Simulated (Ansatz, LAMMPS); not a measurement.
## A vacancy of Se at several sites of Zn44Se15S29 with crystalline order left by the classical run (88 atoms)

At which site of Zn44Se15S29 with crystalline order left by the classical run (88 atoms) does a vacancy of Se cost least, and what about the site decides it?

Main program and level: Ansatz 0.2.0; Kohn-Sham DFT, PBE, PAW (set soft_2), plane waves.

## 1. Starting point

The cell holds 88 atoms: 44 Zn, 15 Se and 29 S. Its edges and angles: a = 12.241 Å, b = 12.241 Å, c = 12.241 Å, α = 90.0°, β = 90.0°, γ = 90.0°. 88 atoms (44 Zn, 15 Se, 29 S) placed at random at 4.52 g/cm³, melted at 2500 K for 10 ps at fixed volume with the Stillinger-Weber II-VI potential (Zhou et al., Phys. Rev. B 88, 085309 (2013)). Quenched from 2500 K to 300 K at 3 K/ps and fixed volume, held 5 ps.

What the set-up can't give: The quench rate of 3 K/ps far exceeds what a furnace or splat quench reaches, so expect more defects and frozen-in strain than in a real sample. The starting topology of bonds comes from the classical model, and needn't be the one that DFT or experiment would give. Only the Γ point is sampled, in a cell whose shortest periodic width is 12 Å.

## 2. Single point at the start

A single point comes first, to see the forces before anything moves.

File input.yaml:

```yaml
crystal:
  lattice:
    - [12.2405, 0.0, 0.0]
    - [0.0, 12.2405, 0.0]
    - [0.0, 0.0, 12.2405]
  atoms:
    - { symbol: Zn, position: [0.92326, 0.8905, 0.84888] }
    - { symbol: Zn, position: [0.20934, 0.85715, 0.90883] }
    - { symbol: Zn, position: [0.72619, 0.92888, 0.59978] }
    - { symbol: Zn, position: [0.82319, 0.10812, 0.00221] }
    - { symbol: Zn, position: [0.56689, 0.12691, 0.19114] }
    - { symbol: Zn, position: [0.31811, 0.2101, 0.65472] }
    - { symbol: Zn, position: [0.23664, 0.59745, 0.12625] }
    - { symbol: Zn, position: [0.90644, 0.14755, 0.64769] }
    - { symbol: Zn, position: [0.62633, 0.17393, 0.73211] }
    - { symbol: Zn, position: [0.52314, 0.3, 0.44313] }
    - { symbol: Zn, position: [0.35253, 0.03248, 0.3942] }
    - { symbol: Zn, position: [0.26631, 0.66999, 0.68929] }
    - { symbol: Zn, position: [0.31448, 0.30546, 0.18694] }
    - { symbol: Zn, position: [0.44792, 0.91676, 0.70819] }
    - { symbol: Zn, position: [0.67181, 0.04542, 0.44858] }
    - { symbol: Zn, position: [0.02213, 0.35988, 0.08854] }
    - { symbol: Zn, position: [0.53329, 0.55215, 0.23772] }
    - { symbol: Zn, position: [0.0863, 0.22894, 0.39627] }
    - { symbol: Zn, position: [0.78168, 0.34789, 0.25887] }
    - { symbol: Zn, position: [0.98399, 0.5374, 0.33206] }
    - { symbol: Zn, position: [0.19411, 0.77423, 0.37597] }
    - { symbol: Zn, position: [0.82507, 0.38274, 0.82345] }
    - { symbol: Zn, position: [0.48572, 0.74253, 0.48384] }
    - { symbol: Zn, position: [0.74152, 0.51021, 0.5204] }
    - { symbol: Zn, position: [0.39725, 0.84962, 0.16005] }
    - { symbol: Zn, position: [0.14358, 0.96477, 0.6259] }
    - { symbol: Zn, position: [0.96385, 0.71152, 0.58966] }
    - { symbol: Zn, position: [0.47047, 0.66364, 0.94025] }
    - { symbol: Zn, position: [0.30017, 0.47042, 0.43232] }
    - { symbol: Zn, position: [0.9844, 0.79867, 0.138] }
    - { symbol: Zn, position: [0.08878, 0.16876, 0.85303] }
    - { symbol: Zn, position: [0.06433, 0.41455, 0.64054] }
    - { symbol: Zn, position: [0.50678, 0.47166, 0.70329] }
    - { symbol: Zn, position: [0.65833, 0.91012, 0.93303] }
    - { symbol: Zn, position: [0.70636, 0.6841, 0.75644] }
    - { symbol: Zn, position: [0.77456, 0.59163, 0.06064] }
    - { symbol: Zn, position: [0.27822, 0.40735, 0.88304] }
    - { symbol: Zn, position: [0.74805, 0.88542, 0.19425] }
    - { symbol: Zn, position: [0.5844, 0.35508, 0.98625] }
    - { symbol: Zn, position: [0.7716, 0.74035, 0.34104] }
    - { symbol: Zn, position: [0.00606, 0.61118, 0.8816] }
    - { symbol: Zn, position: [0.96588, 0.9609, 0.40116] }
    - { symbol: Zn, position: [0.14628, 0.03852, 0.14647] }
    - { symbol: Zn, position: [0.38674, 0.0962, 0.9336] }
    - { symbol: Se, position: [0.23604, 0.15337, 0.28381] }
    - { symbol: Se, position: [0.16472, 0.53511, 0.77814] }
    - { symbol: Se, position: [0.45567, 0.22748, 0.06494] }
    - { symbol: Se, position: [0.14394, 0.77497, 0.57039] }
    - { symbol: Se, position: [0.94267, 0.53125, 0.52626] }
    - { symbol: Se, position: [0.62141, 0.62657, 0.39887] }
    - { symbol: Se, position: [0.39264, 0.58176, 0.57606] }
    - { symbol: Se, position: [0.20363, 0.32551, 0.52886] }
    - { symbol: Se, position: [0.01476, 0.17208, 0.04301] }
    - { symbol: Se, position: [0.33029, 0.02141, 0.59118] }
    - { symbol: Se, position: [0.744, 0.1924, 0.54797] }
    - { symbol: Se, position: [0.57654, 0.94382, 0.11832] }
    - { symbol: Se, position: [0.81298, 0.03136, 0.29746] }
    - { symbol: Se, position: [0.17591, 0.59039, 0.31767] }
    - { symbol: Se, position: [0.10799, 0.71476, 0.01509] }
    - { symbol: S, position: [0.85201, 0.83161, 0.48785] }
    - { symbol: S, position: [0.03411, 0.08416, 0.52051] }
    - { symbol: S, position: [0.70298, 0.49338, 0.71418] }
    - { symbol: S, position: [0.3708, 0.84605, 0.35635] }
    - { symbol: S, position: [0.88706, 0.65208, 0.21426] }
    - { symbol: S, position: [0.51585, 0.12051, 0.3749] }
    - { symbol: S, position: [0.74588, 0.17952, 0.17224] }
    - { symbol: S, position: [0.97755, 0.35159, 0.2751] }
    - { symbol: S, position: [0.97615, 0.28908, 0.74963] }
    - { symbol: S, position: [0.49003, 0.28425, 0.64114] }
    - { symbol: S, position: [0.2871, 0.96151, 0.03881] }
    - { symbol: S, position: [0.21436, 0.41518, 0.06933] }
    - { symbol: S, position: [0.35876, 0.77855, 0.82028] }
    - { symbol: S, position: [0.52747, 0.03113, 0.83187] }
    - { symbol: S, position: [0.80566, 0.01268, 0.76893] }
    - { symbol: S, position: [0.71514, 0.24313, 0.89353] }
    - { symbol: S, position: [0.86507, 0.9105, 0.0317] }
    - { symbol: S, position: [0.6589, 0.71052, 0.93544] }
    - { symbol: S, position: [0.46193, 0.47671, 0.88728] }
    - { symbol: S, position: [0.89519, 0.72024, 0.76396] }
    - { symbol: S, position: [0.59227, 0.80026, 0.64215] }
    - { symbol: S, position: [0.41837, 0.65814, 0.12518] }
    - { symbol: S, position: [0.42698, 0.40674, 0.3049] }
    - { symbol: S, position: [0.26794, 0.21675, 0.83792] }
    - { symbol: S, position: [0.66266, 0.45385, 0.1402] }
    - { symbol: S, position: [0.7038, 0.3495, 0.4286] }
    - { symbol: S, position: [0.90253, 0.47632, 0.97452] }
    - { symbol: S, position: [0.09529, 0.97841, 0.81238] }
    - { symbol: S, position: [0.08559, 0.89878, 0.26996] }
kpoints:
  mp_grid: { grid: [1, 1, 1] }
hamiltonian:
  xc: pbe
scf:
  occupations: { method: gaussian, width: 0.025 }
output:
  forces: true
```

Launch:

```
$ ansatz run input.yaml --threads 4 --pin off --max-ram 8192MiB --backend cpu --events-out ev --progress --plain --runs-dir out
```

Numbers of over 12 decimals in the logs are rounded to 6 here.

The log of the run:

```text
Engine: ansatz 0.2.0, x86_64-unknown-linux-gnu
Pseudopotentials: kind: paw
Pseudopotential: Zn, paw, valence charge 12, recommended cutoff 420 eV (normal), Zn.paw.azcp
Pseudopotential: Se, paw, valence charge 16, recommended cutoff 420 eV (normal), Se.paw.azcp
Pseudopotential: S, paw, valence charge 6, recommended cutoff 420 eV (normal), S.paw.azcp
[... 5 lines on functional and potentials left out ...]
Crystal: 88 atoms, lattice volume = 1833.992 Å³
Basis set: ecut = 420 eV, 35825 PW (Γ), exchange–correlation on 180×180×180 points (8 copies of the dense FFT grid, shifted against one another)
Bands: 559, of which v1, the nominal top of the filled ones, is band 471 counted from 1 (470 counted from 0)
Symmetry: 1 space group operations
Space group: P1 (ITA 1), of the structure as read, at distance tolerance 1.2e-4 Å
k-points: 1
[... 7 lines on functional and potentials left out ...]
Initial density: superposition of atomic densities (neutral atoms: chi_scale 0, normalization atom), corrected by the library's trained network
Initial wavefunctions: pseudopotential atomic-orbital guess
Functional: x = pbe(κ = 0.804, μ = 0.219515), c = pbe(β = 0.066725)
SCF iter   1: F=—  HF=-254287.197043 eV  |F-HF|=—  |Δ(HF+E_count)|=         —  Δρ=2.03e-3  dr2=1.63e-1  ethr=1.77e-3  ⟨swp⟩=6.0  Hψ=2277  notcnv=0  defer=17
preconditioner: auto → Resta (q_TF=auto, 2.442 Å⁻¹)  ε∞=6.7  [insulator: Δε(μ)=0.385 eV  Ē_g=10.249 eV  σ=0.025 eV  W_gap=1.00  n_scr=460 (ndim 8)  ℏωp=24.4 eV  f_vac=0.055  D(μ)=0.00/eV (n_scr^D=0)  ε∞_Penn≈6.7]
SCF iter   2: F=—  HF=-254287.168396 eV  |F-HF|=—  |Δ(HF+E_count)|=   2.86e-2  Δρ=1.03e-3  dr2=4.31e-2  ethr=1.73e-5  ⟨swp⟩=2.0  Hψ=1001  notcnv=0  defer=81
SCF iter   3: F=—  HF=-254287.165345 eV  |F-HF|=—  |Δ(HF+E_count)|=   3.05e-3  Δρ=6.98e-4  dr2=2.41e-2  ethr=4.58e-6  ⟨swp⟩=2.0  Hψ=950  notcnv=0  defer=68
automatic band count: iteration 3 solves 546 bands in place of 559: the levels show a gap, and the empty bands left out lie too high to hold charge; the band table lists the bands solved (type scf.n_extra_bands for more)
SCF iter   4: F=—  HF=-254287.162913 eV  |F-HF|=—  |Δ(HF+E_count)|=   2.43e-3  Δρ=2.31e-4  dr2=2.16e-3  ethr=2.56e-6  ⟨swp⟩=2.0  Hψ=946  notcnv=0  defer=68
SCF iter   5: F=—  HF=-254287.163179 eV  |F-HF|=—  |Δ(HF+E_count)|=   2.67e-4  Δρ=1.83e-4  dr2=1.26e-3  ethr=2.29e-7  ⟨swp⟩=2.0  Hψ=943  notcnv=0  defer=68
SCF iter   6: F=—  HF=-254287.163026 eV  |F-HF|=—  |Δ(HF+E_count)|=   1.53e-4  Δρ=5.08e-5  dr2=1.17e-4  ethr=1.34e-7  ⟨swp⟩=2.0  Hψ=943  notcnv=0  defer=68
SCF iter   7: F=—  HF=-254287.163019 eV  |F-HF|=—  |Δ(HF+E_count)|=   7.01e-6  Δρ=4.38e-5  dr2=4.12e-5  ethr=1.24e-8  ⟨swp⟩=2.0  Hψ=945  notcnv=0  defer=68
SCF iter   8: F=—  HF=-254287.164892 eV  |F-HF|=—  |Δ(HF+E_count)|=   1.87e-3  Δρ=1.41e-5  dr2=4.63e-6  ethr=4.37e-9  ⟨swp⟩=2.0  Hψ=827  notcnv=0  defer=68
SCF iter   9: F=—  HF=-254287.164896 eV  |F-HF|=—  |Δ(HF+E_count)|=   4.01e-6  Δρ=5.70e-6  dr2=9.53e-7  ethr=4.92e-10  ⟨swp⟩=2.0  Hψ=946  notcnv=0  defer=68
SCF iter  10: F=—  HF=-254287.164897 eV  |F-HF|=—  |Δ(HF+E_count)|=   7.29e-7  Δρ=3.36e-6  dr2=2.26e-7  ethr=1.01e-10  ⟨swp⟩=2.0  Hψ=946  notcnv=0  defer=68
SCF iter  11: F=-254287.164897 eV  HF=-254287.164897 eV  |F-HF|=1.14e-8  |Δ(HF+E_count)|=   8.96e-8  Δρ=2.00e-6  dr2=6.64e-8  ethr=1.06e-11  ⟨swp⟩=4.0  Hψ=1960  notcnv=0
SCF 1 converged in 11 iterations: F = -254287.164897 eV  dr2 = 6.64e-8
  greatest PAW one-centre occupation: 1.000 electrons in one spin orbital (limit 2), on the Se atom at site 54 (counted from 0), in its partial waves of l = 2
SCF converged after 11 iterations
Free energy (F): -254287.164897 eV
Harris-Foulkes:  -254287.164897 eV  (|F-HF|=1.14e-8)
Internal energy: -254287.164897 eV  (E = F + TS)
E sigma→0 (E₀):  -254287.164897 eV
Fermi energy:    7.297878 eV
--- Per-component energies (eV) ---
  E_band       = -5640.466088
  E_kinetic    = 10648.125478
  E_local      = -130412.804307  (includes V_loc(G=0)·N_el)
  E_nonlocal   = 18924.864045
  E_hartree    = 57919.730115
  E_xc         = -10408.209683
  E_vxc        = -6285.262044  (∫ρ·V_xc dr)
  E_paw        = -126525.150806  (= ΣΔE_a)
  E_vpaw       = -14354.830920  (= ΣTr[D̂ρ^β])
  E_aug_tail   = -0.024545  (compensation charges beyond the density's cutoff)
  E_ewald      = -74433.695194
  E_smearing   = -0.000000  (= −TS)
  E_closure    = -0.000000  (closes the sum)
  Σ components = -254287.164897   (vs F -254287.164897, Δ=0.00e0)
--- Forces (eV/Å), atoms counted from 1 ---
  atom   1  Zn     0.24096633     0.00677775    -0.44772435
  atom   2  Zn    -0.09862793    -0.26674254    -0.18704281
  atom   3  Zn     0.21304371     0.27164764     0.53356156
  atom   4  Zn     0.17647368     0.32376184     0.18766719
  atom   5  Zn    -0.17823261     0.18283495     0.04129390
  atom   6  Zn     0.01132609     0.10735012     0.02152832
  atom   7  Zn    -0.11029451    -0.23380489    -0.04133828
  atom   8  Zn    -0.03792052    -0.42877653     0.18994178
  atom   9  Zn    -0.01567985     0.02938865     0.10763194
  atom  10  Zn    -0.43448556     0.03677054    -0.01009024
  atom  11  Zn     0.03672248    -0.18953035    -0.00832162
  atom  12  Zn     0.19035013     0.66959259     0.25048138
  atom  13  Zn     0.40039381     0.21735496    -0.23114677
  atom  14  Zn     0.31557051    -0.67893092     0.37635792
[...]
atom  87  S     -0.19955890    -0.45088967    -0.24056411
  atom  88  S     -0.19139560    -0.26695287    -0.31159868
  max |Σ_I F_I| component: 6.60e-5 eV/Å
```

Run time: 11 s. Hardware: 4 threads of AMD EPYC 9B45 (Zen 5), shared host; peak memory 2.9 GiB; 41 s of CPU time.

In the SCF lines HF is the Harris–Foulkes energy and dr2 the Hartree energy of the density residual, in eV; the loop may stop once dr2 is under the threshold and the program's other checks hold. Hψ counts applications of the Hamiltonian.

The r.m.s. force at the start is 0.32 eV/Å.

[end of part 1 of 4]

[Logs are printed without paths, hosts, clocks, repeated set-up lines and the standing remarks that a program may print on its own settings, such as how far it seeks lower states.]

[Hosts, paths, dates, database ids (printed as entryN), source tags and the programs' standing remarks are cut or masked in the printed files.]
